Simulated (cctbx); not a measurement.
# Diagnosing a refinement

Cell a = 19.2480 Å, b = 4.7010 Å, c = 7.4730 Å, α = 90.00°, β = 90.00°, γ = 90.00°; space group Pnma (no. 62). The compound is CeSc2Sn4.

The data are simulated with cctbx, not measured: Mo Kα, λ = 0.71073 Å, to d = 0.84 Å, 95 % of the full sphere, strongest reflection 70000 counts, noise from counting, a 6 % proportional error and a noise floor of 15 counts (s.d.); no absorption.

An anisotropic refinement with weights 1/σ² prints:

```text
Rint 0.050, 679 unique reflections to 0.84 A
cycle     R1     wR2    GooF  max shift (A)
   1  0.1630  0.4056  10.890   0.01075
   2  0.1615  0.3613   9.702   0.00009
final R1 0.1615 wR2 0.3613 GooF 9.702  parameters 36  data/parameter 18.9
atom        x        y        z      Ueq    occ   su(xyz)  su(Uiso or U11)
Ce1    0.63952  0.75000  0.49853   0.0023  1.000  0.00048  0.0022  NPD
Sn1    0.56820  0.75000  0.02019  -0.0021  1.000  0.00059  0.0021  NPD
Sn2    0.46917  0.75000  0.36921   0.0008  1.000  0.00058  0.0023  NPD
Sn3    0.30758  0.75000  0.21843   0.0065  1.000  0.00065  0.0026
Sn4    0.31785  0.75000  0.78685  -0.0025  1.000  0.00055  0.0021  NPD
Sc1    0.21578  0.75000  0.51297   0.0045  1.000  0.00175  0.0066  NPD
difference map: max 59.48 min -6.03 rms 2.71
Q1    0.0341  0.2500  0.2460    4   60.46  2.80 A from Sn2
Q2    0.1441  0.7500  0.9972    4   22.87  0.09 A from Ce1
Q3    0.0342  0.2500  0.8681    4   19.13  0.07 A from Sn2
Q4    0.0667  0.7500  0.4896    4   18.55  0.08 A from Sn1
Q5    0.1806  0.2500  0.2738    4   18.30  0.10 A from Sn4
Q6    0.1896  0.2500  0.7409    4   18.17  0.18 A from Sn3
```

Q: Accept it or mend it, and why?

Mend it. The fault: an atom left out, Sc at (0.4656, 3/4, 0.7463). Against the right model at the same level, R1 goes from 0.0135 to 0.1615 and GooF from 0.87 to 9.70, U of Sn1 shrinks from 0.0076 to -0.0021 Å², U of Sn4 shrinks from 0.0069 to -0.0025 Å², U of Sn2 shrinks from 0.0106 to 0.0008 Å², U of Ce1 shrinks from 0.0114 to 0.0023 Å², the top difference peak, 60.5 e/Å³, lies 2.80 Å from Sn2 and Ce1, Sn1, Sn2, Sn4 and Sc1 go non-positive-definite. Q1 is the missing atom. With scattering power missing, scale and phases suffer, so peaks may also grow on the heavy atoms.

The compound is CeSc2Sn4. The right model at the same level gives:

```text
Rint 0.050, 679 unique reflections to 0.84 A
cycle     R1     wR2    GooF  max shift (A)
   1  0.0349  0.0968   2.613   0.00249
   2  0.0135  0.0323   0.871   0.00000
final R1 0.0135 wR2 0.0323 GooF 0.871  parameters 42  data/parameter 16.2
atom        x        y        z      Ueq    occ   su(xyz)  su(Uiso or U11)
Ce1    0.63980  0.75000  0.49853   0.0114  1.000  0.00004  0.0002
Sn1    0.56806  0.75000  0.01949   0.0076  1.000  0.00005  0.0002
Sn2    0.46910  0.75000  0.36985   0.0106  1.000  0.00005  0.0002
Sn3    0.30776  0.75000  0.21957   0.0161  1.000  0.00005  0.0002
Sn4    0.31806  0.75000  0.78609   0.0069  1.000  0.00005  0.0002
Sc1    0.21584  0.75000  0.51251   0.0124  1.000  0.00014  0.0005
Sc2    0.46557  0.75000  0.74648   0.0203  1.000  0.00017  0.0006
difference map: max 0.98 min -0.80 rms 0.23
Q1    0.0734  0.2500  0.3723    4    1.01  1.20 A from Sc2
Q2    0.1985  0.7500  0.4384    4    0.99  0.65 A from Sc1
Q3    0.0659  0.2500  0.5700    4    0.97  2.34 A from Sn2
Q4    0.0315  0.7500  0.3453    4    0.96  1.23 A from Sn1
Q5    0.1738  0.7500  0.7084    4    0.90  1.67 A from Sc1
Q6    0.1264  0.6087  0.7978    8    0.88  1.68 A from Ce1
```

The model is made up (kin elements in a known structure type, no relaxation), so it says nothing on whether the phase exists.

[Middle refinement cycles are left out of these outputs.]

[Logs are printed without paths, hosts, clocks, repeated set-up lines and the standing remarks that a program may print on its own settings, such as how far it seeks lower states.]
